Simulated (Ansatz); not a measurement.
# Photoemission of Si(111) with CH3 on 75 % of the top atoms and H on the rest, part 2 of 3

What would XPS and angle-resolved spectra of Si(111) with CH3 on 75 % of the top atoms and H on the rest look like?

Ansatz 0.2.0; DFT, PBE, plane-wave PAW, default files, scalar-relativistic.

So far: Starting point; Relaxing the atoms.

### 3. Bands by layer

The main run: bands along the zone's path, each state's share in the top and middle regions, the DOS and the planar potential. The cell holds 4 small cells, so the bands are unfolded.

input.yaml reads:

```yaml
crystal:
  lattice:
    - [7.6791796437, 0.0, 0.0]
    - [3.8395898218, 6.6503646517, 0.0]
    - [0.0, 0.0, 24.6937769138]
  atoms:
    - { symbol: H, position: [0.114219307, 0.0317774158, 0.7238225885] }
    - { symbol: H, position: [0.8521529836, 0.1175565807, 0.723673375] }
    - { symbol: H, position: [0.0297373885, 0.8552869282, 0.7241245538] }
    - { symbol: H, position: [0.6152659851, 0.0295077474, 0.7241112864] }
    - { symbol: H, position: [0.3542518927, 0.1141756444, 0.7238466526] }
    - { symbol: H, position: [0.5304006074, 0.8520696117, 0.7236620122] }
    - { symbol: H, position: [0.1176881357, 0.5303540056, 0.7236526783] }
    - { symbol: H, position: [0.8554057965, 0.6151118829, 0.7241325905] }
    - { symbol: H, position: [0.0318406704, 0.3541214621, 0.7238352181] }
    - { symbol: C, position: [-0.0013922847, 0.0012596513, 0.7080983086] }
    - { symbol: C, position: [0.5003138316, -0.0014841651, 0.7080983082] }
    - { symbol: C, position: [0.001343836, 0.5002294329, 0.7080985223] }
    - { symbol: H, position: [0.5000300652, 0.5000026114, 0.6892191435] }
    - { symbol: Si, position: [-0.0010366194, 0.0003725673, 0.6306612859] }
    - { symbol: Si, position: [0.50073846, -0.0010642721, 0.6306607157] }
    - { symbol: Si, position: [0.0003974205, 0.5007170173, 0.6306614158] }
    - { symbol: Si, position: [0.5000260168, 0.5000070875, 0.6279871701] }
    - { symbol: Si, position: [0.8355307779, 0.3330182272, 0.5978685118] }
    - { symbol: Si, position: [0.3330359454, 0.3314937749, 0.5978649205] }
    - { symbol: Si, position: [0.83336266, 0.8333428252, 0.5978197237] }
    - { symbol: Si, position: [0.3315193357, 0.8355101411, 0.5978654887] }
    - { symbol: Si, position: [0.8336470477, 0.3333896424, 0.5022528867] }
    - { symbol: Si, position: [0.3334085588, 0.3329797789, 0.5022499269] }
    - { symbol: Si, position: [0.8333541223, 0.833331837, 0.5022435849] }
    - { symbol: Si, position: [0.3330009652, 0.8336295722, 0.5022506534] }
    - { symbol: Si, position: [0.166681858, 0.1666666847, 0.469846966] }
    - { symbol: Si, position: [0.6668201979, 0.1666830191, 0.4699680978] }
    - { symbol: Si, position: [0.1667026045, 0.6665132756, 0.46996788] }
    - { symbol: Si, position: [0.6665316006, 0.6668010554, 0.4699681012] }
    - { symbol: Si, position: [0.166666667, 0.166666667, 0.374335324] }
    - { symbol: Si, position: [0.666666667, 0.166666667, 0.374335324] }
    - { symbol: Si, position: [0.166666667, 0.666666667, 0.374335324] }
    - { symbol: Si, position: [0.666666667, 0.666666667, 0.374335324] }
    - { symbol: Si, position: [0.0, 0.0, 0.342596438] }
    - { symbol: Si, position: [0.5, 0.0, 0.342596438] }
    - { symbol: Si, position: [0.0, 0.5, 0.342596438] }
    - { symbol: Si, position: [0.5, 0.5, 0.342596438] }
    - { symbol: H, position: [0.0, 0.0, 0.28347223] }
    - { symbol: H, position: [0.5, 0.0, 0.28347223] }
    - { symbol: H, position: [0.0, 0.5, 0.28347223] }
    - { symbol: H, position: [0.5, 0.5, 0.28347223] }
kpoints:
  mp_grid: { grid: [3, 3, 1] }
scf:
  occupations: { method: fermi_dirac, width: 0.02 }
  n_extra_bands: 37
hamiltonian:
  xc: pbe
  pseudopotentials: { kind: paw }
output:
  forces: true
  write_potential: true
  volumetric_format: []
  dos:
    projected:
      site_lists:
        adsorbate: [9, 0, 1, 2, 10, 3, 4, 5, 11, 6, 7, 8, 12]
        layer_1: [13, 14, 15, 16]
        layer_2: [17, 18, 19, 20]
        layer_3: [21, 22, 23, 24]
        middle: [25, 26, 27, 28]
        other_layers: [29, 30, 31, 32, 33, 34, 35, 36, 37, 38, 39, 40]
    de: 0.05
    e_range: [-30, 12]
    method: { smearing: { sigma: 0.12, scheme: gaussian } }
  eigenstates:
    kpoints:
      - [0.33333333, -0.33333333, 0.0]
      - [0.25, -0.375, 0.0]
      - [0.16666667, -0.41666667, 0.0]
      - [0.08333333, -0.45833333, 0.0]
      - [0.0, 0.5, 0.0]
      - [-0.08333333, 0.45833333, 0.0]
      # [... 29 more points ...]
      - [0.25, 0.5, 0.0]
      - [0.29166667, -0.41666667, 0.0]
    e_range: [-8.0, 6.0]
    unfold:
      supercell_matrix: [[2, 0, 0], [0, 2, 0], [0, 0, 1]]
      layers:
        axis: 3
        edges: [0.121488, 0.38768, 0.392595, 0.612826, 0.612926, 0.886113]
efield:
  axis: 3
  dipole_correction: true
```

On the command line:

```console
$ ansatz run input.yaml --threads 4 --pin off --max-ram 11264MiB --backend cpu --events-out ev --progress --plain --runs-dir out
```

Numbers of over 12 decimals in the logs are rounded to 6 here.

The log of the run:

```text
[...]
Crystal: 41 atoms, lattice volume = 1261.095 Å³
Basis set: ecut = 420 eV, 24641 PW (Γ), exchange–correlation on 108×108×360 points (8 copies of the dense FFT grid, shifted against one another)
Bands: 98, of which v1, the nominal top of the filled ones, is band 61 counted from 1 (60 counted from 0)
Symmetry: 1 space group operations
[...]
k-points: 5 of 9 (time reversal used)
[...]
SCF iter   1: F=—  HF=-16236.172780 eV  |F-HF|=—  |Δ(HF+E_count)|=         —  Δρ=2.34e-3  dr2=7.12e-1  ethr=1.77e-3  p=0.174 e·Å  D=2.49e-2 V/Å  ΔV_dip=-0.62 eV  dr2_dipole=5.90e-4  V_vac-E_F(+/−)=3.10/3.71 eV  ⟨swp⟩=8.0  Hψ=2844  notcnv=0  defer=72
[...]
SCF iter   9: F=-16236.070074 eV  HF=-16236.070074 eV  |F-HF|=1.64e-8  |Δ(HF+E_count)|=   1.78e-7  Δρ=1.35e-6  dr2=4.07e-8  ethr=8.20e-11  p=0.188 e·Å  D=2.70e-2 V/Å  ΔV_dip=-0.67 eV  dr2_dipole=2.52e-10  V_vac-E_F(+/−)=3.45/4.12 eV  ⟨swp⟩=22.4  Hψ=5167  notcnv=0
SCF 1 converged in 9 iterations: F = -16236.070074 eV  dr2 = 4.07e-8
[...]
NSCF: frozen V_eff on 37 k-points
efield: sawtooth ramp at fractional position 0.9538 (kept from the solve that this one continues, or follows in the run), width 0.1000; the density the first Hamiltonian is built on has a dipole p = 0.188 e·Å; the dipole correction subtracts the counter field D = 2.70e-2 V/Å, which shifts the + side's vacuum level by -0.67 eV against the − side's; the planar-averaged density in the ramp window peaks in size at 3.3e-6 e/Å³
[...]
SCF converged after 9 iterations
Free energy (F): -16236.070074 eV
[...]
Internal energy: -16236.070074 eV  (E = F + TS)
E sigma→0 (E₀):  -16236.070074 eV
Fermi energy:    0.630530 eV
Dipole field:    D = 0.027042 V/Å  (p = 0.188462 e·Å, saw-weighted, corrected)
Work function:   Φ+ = 3.4518 eV   Φ− = 4.1196 eV
[...]
--- Forces (eV/Å), atoms counted from 1 ---
  atom   1  H     -0.00326185    -0.00219438     0.00564806
  atom   2  H      0.00344348     0.00041036     0.00329060
  atom   3  H     -0.00052938     0.00106269     0.00331254
  atom   4  H     -0.00052913    -0.00078990     0.00334999
  atom   5  H      0.00351762    -0.00180671     0.00553998
  atom   6  H     -0.00209580     0.00292816     0.00343842
  atom   7  H     -0.00124013    -0.00314660     0.00342195
  atom   8  H      0.00098697     0.00000436     0.00326238
  atom   9  H     -0.00024430     0.00415022     0.00564856
  atom  10  C      0.00306475     0.00380285    -0.01262291
  atom  11  C     -0.00551559     0.00047560    -0.01273923
  atom  12  C      0.00138412    -0.00516426    -0.01269692
  atom  13  H     -0.00009603     0.00004648    -0.00536593
  atom  14  Si    -0.00169428    -0.00174727     0.00633136
  atom  15  Si     0.00259410    -0.00045382     0.00643015
  atom  16  Si    -0.00066224     0.00240689     0.00634472
  atom  17  Si     0.00002338    -0.00003150     0.00993601
  atom  18  Si     0.00092924    -0.00111254     0.00030013
  atom  19  Si    -0.00134610    -0.00026940     0.00016229
  atom  20  Si     0.00004196    -0.00006893     0.00437221
  atom  21  Si     0.00037138     0.00127922     0.00039423
  atom  22  Si    -0.00020293     0.00009820     0.00011387
  atom  23  Si     0.00017301     0.00022904     0.00031664
  atom  24  Si     0.00002561     0.00008297    -0.00008381
  atom  25  Si     0.00014012    -0.00021681     0.00021485
  atom  26  Si    -0.00002876     0.00004904    -0.00506553
  atom  27  Si     0.00041059     0.00009783    -0.00593992
  atom  28  Si    -0.00013149    -0.00040202    -0.00596207
  atom  29  Si    -0.00024491     0.00023372    -0.00593507
  atom  30  Si     0.00011430     0.00001592    -0.09215009
  atom  31  Si     0.00308077     0.00179353    -0.06932266
  atom  32  Si     0.00031375    -0.00332833    -0.06936888
  atom  33  Si    -0.00276504     0.00155447    -0.06932429
  atom  34  Si    -0.00059219     0.00086286     0.85052198
  atom  35  Si    -0.00052865    -0.00090129     0.85058968
  atom  36  Si     0.00095473     0.00003272     0.85055040
  atom  37  Si    -0.00006404    -0.00000109     0.84904056
  atom  38  H      0.00000518    -0.00089541    -0.77649297
  atom  39  H      0.00084441     0.00041270    -0.77648509
  atom  40  H     -0.00069425     0.00048746    -0.77648915
  atom  41  H      0.00005467     0.00000145    -0.77661901
  max |Σ_I F_I| component: 1.32e-4 eV/Å
--- Band table (eV; the first three rows and the last of 5) ---
  k-point 0: bands = [... 57 lower, -0.3432, -0.3432, 0.0862, 0.0862, 1.1718, 1.1925, 1.1925, 1.7360, ... 33 higher]
  k-point 1: bands = [... 57 lower, -1.1886, -0.9476, -0.8349, -0.3118, 1.3369, 1.9420, 2.0747, 2.0972, ... 33 higher]
  k-point 2: bands = [... 57 lower, -1.1887, -0.9476, -0.8349, -0.3117, 1.3369, 1.9420, 2.0746, 2.0971, ... 33 higher]
  k-point 4: bands = [... 57 lower, -1.7784, -1.1295, -1.1165, -1.0843, 2.4348, 2.5694, 2.6531, 2.6865, ... 33 higher]
```

Wall time 6.1 min (4 threads of Arm Neoverse V1, shared host); peak memory 4.9 GiB; 24 min of CPU time.

This step gave:

```
Fermi energy                                   : 0.6305 eV
zero of energy                                 : valence-band maximum
share of occupied states in no projected shell : 0.0106 of the occupied states in the window
```

A(k,E), total over k along the path and E. Zero: valence-band maximum.

Ten even steps from '_' (0.0 eV⁻¹) to '@' (7.4 eV⁻¹), each cell a mean:
```
==----++++****++==++==--------++##----==--......____..--====
......::==******++--**++====**##++==--::----------::----....
____..::::::==++**####%%@@@@##++------::::::::::::----..____
..::........::--==++++++++++====--::::::________..--==--::..
====------::::::::::--==--======--::::::--::....::::....--==
______________________..--::____..::::::::--======--....____
____________________________________..::::::::::..__________
____________________________________________________________
______________________::--::..______________________________
__________________::==++++++==::::..________________________
____________..::--==++++++++++==::::::::....________________
______......::========--::::==++========--::::::::..________
::::::..__::==--::--..______..::::::::::--------------::::::
::::::--++++--::--..__________..--::::..::::::::----::::::::
::::------....--..______________..--::......::::::--==--::::
==++==--------..::..................::::::::::::::::--======
----::::..__....__________________......::::::::::::::------
__________..________________________....____________________
______..::..::------============----::::::............______
....::------::::....____________....::::::::::..............
------::::::::::::::..........::::::::::::::::::::----------
::::....::..____________________________::::::::::::::::::::
```
Columns: k along the path (Å⁻¹) from 0 to 2.58; rows upwards: E (eV) from -7.16 to 4.77.

A(k,E), top over k along the path and E. Zero: valence-band maximum.

Values in eV⁻¹, 12 rows by 16 columns, each cell a mean:
```
0.56 0.60 1.05 1.33 0.88 0.78 0.59 0.69 0.99 0.84 0.86 0.54 0.39 0.34 0.62 0.60
0.15 0.25 0.32 0.59 0.98 1.19 1.45 1.34 0.95 0.61 0.36 0.28 0.31 0.44 0.44 0.14
0.38 0.30 0.29 0.32 0.40 0.57 0.52 0.56 0.50 0.41 0.42 0.37 0.30 0.41 0.26 0.38
0.02 0.02 0.02 0.02 0.03 0.06 0.16 0.10 0.06 0.14 0.21 0.31 0.37 0.17 0.04 0.02
0.01 0.01 0.01 0.02 0.03 0.10 0.32 0.23 0.07 0.03 0.03 0.03 0.03 0.02 0.01 0.01
0.02 0.02 0.04 0.12 0.32 0.63 0.65 0.68 0.48 0.29 0.19 0.11 0.07 0.03 0.02 0.02
0.16 0.19 0.23 0.45 0.50 0.42 0.21 0.27 0.48 0.43 0.44 0.48 0.51 0.38 0.22 0.16
0.45 0.49 0.64 0.46 0.39 0.11 0.07 0.08 0.22 0.42 0.29 0.28 0.26 0.42 0.47 0.45
0.69 0.66 0.49 0.42 0.31 0.33 0.33 0.33 0.32 0.36 0.48 0.51 0.54 0.55 0.66 0.69
0.16 0.13 0.23 0.28 0.37 0.57 0.79 0.70 0.50 0.40 0.39 0.29 0.25 0.17 0.12 0.16
0.79 1.00 1.18 1.34 1.27 1.05 0.83 0.91 1.12 1.23 1.06 0.95 0.93 0.98 0.95 0.79
0.93 0.80 0.60 0.34 0.23 0.21 0.20 0.21 0.22 0.27 0.56 0.74 0.66 0.68 0.77 0.93
```
Columns: k along the path (Å⁻¹) from 0 to 2.58; rows upwards: E (eV) from -7.16 to 4.77.

A(k,E), middle over k along the path and E. Zero: valence-band maximum.

Ten even steps from '0' (0.03 eV⁻¹) to '9' (3.29 eV⁻¹), each cell a mean:
```
333655643431112472222111001343
111258764255335655323344423311
001223456778998533322222343200
222112345666555432220001136532
655543322344445432234322331246
000000000002330023222444442100
000000000000000000223333200000
000000000000000000000000000000
000000000002431000000000000000
000000000245554221000000000000
000000123467776422222100000000
000122245564235665443333310000
332102433420001323334444344333
233466433200000132222333433332
223332232000000012212223344322
343333212111111112121111123333
333210210000000001211111111333
000012100000000000120000000000
000121111111111111112100000000
001211000000000000011211110000
222111222221112222211122233332
221121000000000000002222221122
```
Columns: k along the path (Å⁻¹) from 0 to 2.58; rows upwards: E (eV) from -7.16 to 4.77.

A(k,E), bottom over k along the path and E. Zero: valence-band maximum.

Ten even steps from '0' (0.01 eV⁻¹) to '9' (2.25 eV⁻¹), each cell a mean:
```
432455655642223684432110001444
112245554377458843212333323311
000112345667986322211111233100
111001123554334321110000033221
222221111123343322223211220122
000000000001210011222344321000
000000000000000000011111100000
000000000000000000000000000000
000000000001321000000000000000
000000000145664211000000000000
000000013454345432211000000000
000011133432113433443222210000
111002322310000221112333322111
111234323100000032111111232111
222441141000000013211111124322
566434411111111111232222222465
332221100000000000113333333334
000000000000000000010000000000
000001111111211111111000000000
000111000000000000011100000000
222111222222112222211122222222
011110000000000000001111110000
```
Columns: k along the path (Å⁻¹) from 0 to 2.58; rows upwards: E (eV) from -7.16 to 4.77.

Peaks of A(k,E) at the labelled points: for each region the eleven nearest the zero at most, each over 6 % of that point's highest, less those above the energy where the solved bands run out; weight and spread sum the levels within three half widths or 0.3 eV, so near peaks share levels. Peaks of the spectral function, the first 40 of 131 rows:

```tsv
point	weight on	E (eV)	A (1/eV)	weight near the peak	rms spread of levels (eV)
K	total	-5.58	1.808	0.587	0.097
K	total	-4.38	3.216	1.009	0.035
K	total	-3.82	5.191	2.889	0.13
K	total	-3.64	4.188	2.953	0.139
K	total	-3.04	3.335	0.944	0
K	total	-2.26	6.025	1.982	0.032
K	total	2.36	4.183	2.801	0.119
K	total	2.6	5.892	2.96	0.123
K	total	4.04	1.291	0.4	0.115
K	total	4.46	2.879	2.049	0.134
K	total	4.7	5.356	2.287	0.112
K	top	-4.38	0.353	0.095	0.036
K	top	-3.8	1.55	0.69	0.1
K	top	-3.64	1.175	0.718	0.117
K	top	-3.04	0.89	0.253	0
K	top	-2.68	0.253	0.044	0.104
K	top	-2.24	0.995	0.325	0.049
K	top	2.36	0.617	0.443	0.116
K	top	2.6	1	0.479	0.121
K	top	4.04	0.375	0.141	0.139
K	top	4.44	0.77	0.527	0.142
K	top	4.7	1.282	0.551	0.116
K	middle	-5.9	0.4	0.096	0.038
K	middle	-5.6	0.346	0.086	0.054
K	middle	-4.38	2.136	0.714	0.035
K	middle	-3.8	2.114	0.919	0.108
K	middle	-3.04	1.591	0.455	0
K	middle	-2.26	3.907	1.293	0.03
K	middle	2.36	2.813	1.725	0.122
K	middle	2.6	3.362	1.81	0.126
K	middle	4.04	0.528	0.153	0.1
K	middle	4.46	1.095	0.761	0.132
K	middle	4.7	2.088	0.911	0.113
K	bottom	-6.6	1.426	0.465	0.041
K	bottom	-4.36	0.706	0.192	0.035
K	bottom	-3.92	2.657	1.204	0.143
K	bottom	-3.62	1.629	0.478	0.068
K	bottom	-3.04	0.828	0.229	0
K	bottom	-2.28	1.121	0.356	0.024
K	bottom	2.6	1.429	0.63	0.11
```

The DOS has structure finer than the step of the table below, so its rows give means over 1 eV, whole bins alone (the curve runs from -15.3 to 4.57 eV). Peaks (eV: height): total -2.2: 25.7, -1.6: 26.6, 3.5: 27.6, 4.3: 44.6; Si 3p -2.8: 20.1, -2.2: 23.2, -1.6: 23.9, 4.3: 21.8; Si 3s -10.5: 7.63, -9.5: 10.7, -8.9: 11.7, -8.1: 7.26; C 2p -6.1: 4.63, -5.8: 5.26, -5.5: 7.10, -5.2: 6.66; H 1s -13.0: 4.70, -5.8: 3.78, -5.5: 4.62, -5.2: 4.72.

The DOS by E, zero at the valence-band maximum; means over each step; values in states/eV/cell:

```tsv
E (eV)	total	Si 3p	Si 3s	C 2p	H 1s	C 2s
-14	0.332	0.0185	0.0304	3.2e-4	0.116	0.161
-13	5.67	0.332	0.398	0.00812	1.98	2.87
-12	0.132	0.00850	0.118	5.4e-4	0.00291	7.5e-4
-11	3.48	0.669	2.65	0.0223	0.0938	0.0210
-10	7.37	1.86	5.07	0.0836	0.262	0.0421
-9	8.84	2.46	5.82	0.137	0.335	0.0322
-8	4.81	1.42	2.80	0.166	0.376	0.0147
-7	9.68	3.70	3.82	1.05	0.983	0.00931
-6	15.2	4.21	3.34	4.26	3.16	0.0177
-5	7.79	1.99	1.25	2.62	1.84	0.00286
-4	13.3	9.29	1.05	1.12	1.66	0.0201
-3	16.5	13.5	0.870	0.968	0.962	0.0350
-2	18.5	16.9	0.688	0.287	0.420	0.0217
-1	8.47	7.77	0.114	0.144	0.286	0.0224
0	1.87	1.81	1.9e-4	0.00226	0.00924	3.1e-5
1	2.03	1.15	0.553	0.00925	0.0310	0.00856
2	11.4	6.13	2.97	0.121	0.342	0.112
3	19.9	11.1	3.34	0.201	0.920	0.312
4	27.6	14.1	2.93	0.248	1.28	0.237
```

This run's widths, added to any smearing of the DOS itself: Gaussian 0.6 eV, Lorentzian 0.1 eV plus 0.05 an eV of depth. Table of intensity by binding energy, zero at the valence-band maximum; values in % of the maximum within 13 eV:

```tsv
binding energy (eV)	21.2 eV	150 eV	1486.7 eV	8047.8 eV	9251.7 eV
-1	0.547	1.71	1.27	0.762	0.743
0	1.83	12.0	7.10	2.40	2.22
1	9.70	55.0	32.2	10.7	9.87
2	17.5	99.1	63.0	25.2	23.8
3	29.2	94.8	59.0	26.4	25.2
4	32.6	69.9	47.6	26.4	25.6
5	57.0	56.2	37.5	30.3	30.1
6	88.6	88.0	68.5	60.0	59.7
7	31.3	55.8	67.7	62.4	62.2
8	10.3	36.6	61.4	60.0	60.0
9	8.79	51.9	97.7	97.4	97.4
10	5.76	40.2	78.1	78.5	78.5
11	2.40	22.3	42.4	42.8	42.8
12	-	16.3	15.5	13.3	13.2
13	-	67.5	32.8	18.2	17.6
14	-	23.6	12.1	7.06	6.87
15	-	5.18	3.23	2.22	2.18
```

Maxima picked by a test of local sharpness, so broad peaks and shoulders can be missing; peaks within 0.45 eV of a curve's cut are left out. Valence peaks, by row:

```tsv
photon energy (eV)	binding energy (eV)	height (% of the maximum within 13 eV)	main shell	its share (%)
21.2	5.606	100	C 2p	69.67
21.2	3.606	40.62	C 2p	61.19
150	13.16	71.28	C 2s	86.88
150	9.156	52.42	Si 3s	66.17
150	5.706	89.9	C 2p	48.9
150	1.856	100	Si 3p	90.27
1487	13.16	34.25	C 2s	72.89
1487	9.256	100	Si 3s	91.58
1487	6.506	82.64	Si 3s	79.42
1487	3.456	59.69	Si 3p	63.2
1487	1.906	63.07	Si 3p	80.65
8048	13.16	18.82	C 2s	55.98
8048	9.256	100	Si 3s	97.82
8048	6.556	74.46	Si 3s	94.69
8048	3.556	31.66	Si 3s	70.59
9252	13.16	18.22	C 2s	54.75
9252	9.256	100	Si 3s	98.05
9252	6.556	74.19	Si 3s	95.29
9252	3.556	30.64	Si 3s	73.12
```

(Continued in part 3 of 3.)

[Logs are printed without paths, hosts, clocks, repeated set-up lines and the standing remarks that a program may print on its own settings, such as how far it seeks lower states.]

[Hosts, paths, dates, database ids (printed as entryN), source tags and the programs' standing remarks are cut or masked in the printed files.]

[Maps of the electrostatic potential energy from Ansatz leave out the sawtooth potential of an applied field or a dipole correction, so their vacuum need not be flat; work functions include it.]
